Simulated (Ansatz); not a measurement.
# CeZnGa: which shell does photoemission see at 21.2 and 40.8 eV? (LDA)

The valence band of CeZnGa mixes several shells. Work out by hand which one leads the spectrum's area at each photon energy.

Filled states come from the projected DOS of Ansatz 0.2.0 (LDA+U, plane waves); cross sections σ and asymmetry parameters β are those of free atoms in a Dirac–Hartree–Slater calculation. A shell's area is states × σ × angular factor, which is 1 − β·P₂(cos θ)/2 for unpolarised light, with θ = 54.7° from the beam and P₂ = 0.001.

**At 21.2 eV** (states counted from 11.2 eV below the zero; other shells add 0.55 to the products' sum of 28):

```
shell  filled states a cell  cross section (Mb an electron)     β  angular factor  product  share by hand (%)  share in the simulated spectrum (%)
Ce 5p                  0.00                               0  0.00            1.00        0                  0                                    0
Ce 5d                  4.96                            3.59  0.74            1.00     17.8                 64                                   64
Ga 4p                  5.20                           0.352  1.89            1.00     1.83                  7                                    6
Ga 3d                  0.04                               0  0.00            1.00        0                  0                                    0
Zn 3d                 19.83                           0.394  0.01            1.00     7.82                 28                                   28
```

**At 40.8 eV** (states counted from 19.3 eV below the zero; other shells add 2.2 to the products' sum of 35):

| shell | filled states a cell | cross section (Mb an electron) | β | angular factor | product | share by hand (%) | share in the simulated spectrum (%) |
| --- | --- | --- | --- | --- | --- | --- | --- |
| Ce 5p | 11.51 | 0.612 | 1.80 | 1.00 | 7.04 | 20 | 20 |
| Ce 5d | 5.03 | 0.517 | 1.43 | 1.00 | 2.6 | 7 | 8 |
| Ga 4p | 5.43 | 0.0345 | 1.01 | 1.00 | 0.187 | 1 | 1 |
| Ga 3d | 19.97 | 0.397 | -0.17 | 1.00 | 7.93 | 23 | 23 |
| Zn 3d | 19.86 | 0.759 | -0.10 | 1.00 | 15.1 | 43 | 43 |

Ce 5d leads at 21.2 eV and Zn 3d at 40.8 eV. Between the two energies σ of Ce 5d changes by a factor 0.14 and that of Zn 3d by 1.9, so their ratio moves 13-fold in favour of the second. The simulated spectrum uses the same rule on the energy-resolved DOS, so the two share columns agree within a few points.

Only crystals where the two columns agree within 4 points and the lead is clear are worked in this form. Free-atom cross sections ignore the solid's final states, no escape depth or background enters, and the count of states a shell hangs on the projection.

[Logs are printed without paths, hosts, clocks, repeated set-up lines and the standing remarks that a program may print on its own settings, such as how far it seeks lower states.]
